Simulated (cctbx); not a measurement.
**Zn4CdTe5: precision against data quality**

Space group I-4m2 (no. 119), a = 4.1270 Å, b = 4.1270 Å, c = 28.5960 Å, α = 90.00°, β = 90.00°, γ = 90.00°.

```
atom  mult.    x    y       z  Ueq (Å²)
 Te1      4    0  1/2  0.3441    0.0070
 Te2      4  1/2    0  0.4424    0.0174
 Te3      2  1/2    0     1/4    0.0091
 Cd1      2  1/2  1/2       0    0.0096
 Zn1      4    0    0  0.1044    0.0106
 Zn2      4  1/2  1/2  0.2014    0.0145
```

The model was made for the exercise: a known structure type with other elements put in, its volume estimated, not relaxed; displacement parameters are assumed.

Five simulated data sets (cctbx; Ag Kα, λ = 0.56087 Å; 4 % proportional error) differ in resolution or exposure (noise floor 8 counts in the first three, 8 in the last two). Each is refined with the right model, isotropic at 1.1 Å and anisotropic otherwise. How do the figures of merit and the uncertainties move?

```
d min (Å)  top counts  ⟨I/σ⟩ (unmerged, absences included)  unique  param. (scale apart)   Rint      R1  GooF  largest s.u. xyz (fractional)  s.u. U of Zn1 (Å²)  largest error (Å)
      1.1       70000                                  7.6     138                    10  0.028  0.0172  2.02                        0.00008              0.0007             0.0040
     0.84       70000                                  6.8     281                    20  0.031  0.0095  0.96                        0.00002              0.0004             0.0009
      0.6       70000                                  6.1     722                    20  0.033  0.0112  0.93                        0.00001              0.0002             0.0003
     0.75         300                                  0.5     397                    20  0.402  0.0814  1.00                        0.00137              0.0139             0.0515
     0.75        3000                                  2.2     397                    20  0.085  0.0315  0.99                        0.00024              0.0022             0.0092
```

GooF reaches 2.02 where the model lacks something that the data hold (anisotropy at the isotropic level, for one). The s.u. of U for Zn1 goes 0.0007, 0.0004, 0.0002 Å² with resolution and 0.0139, 0.0022 Å² with exposure.

The 1.1 Å row also differs in its displacement model, so it isn't a clean test of resolution.

Hardware for the 0.6 Å refinement: 0.43 s on 1 thread of Arm Neoverse V2, with other jobs on the host, peak memory 0.09 GiB.

[Logs are printed without paths, hosts, clocks, repeated set-up lines and the standing remarks that a program may print on its own settings, such as how far it seeks lower states.]
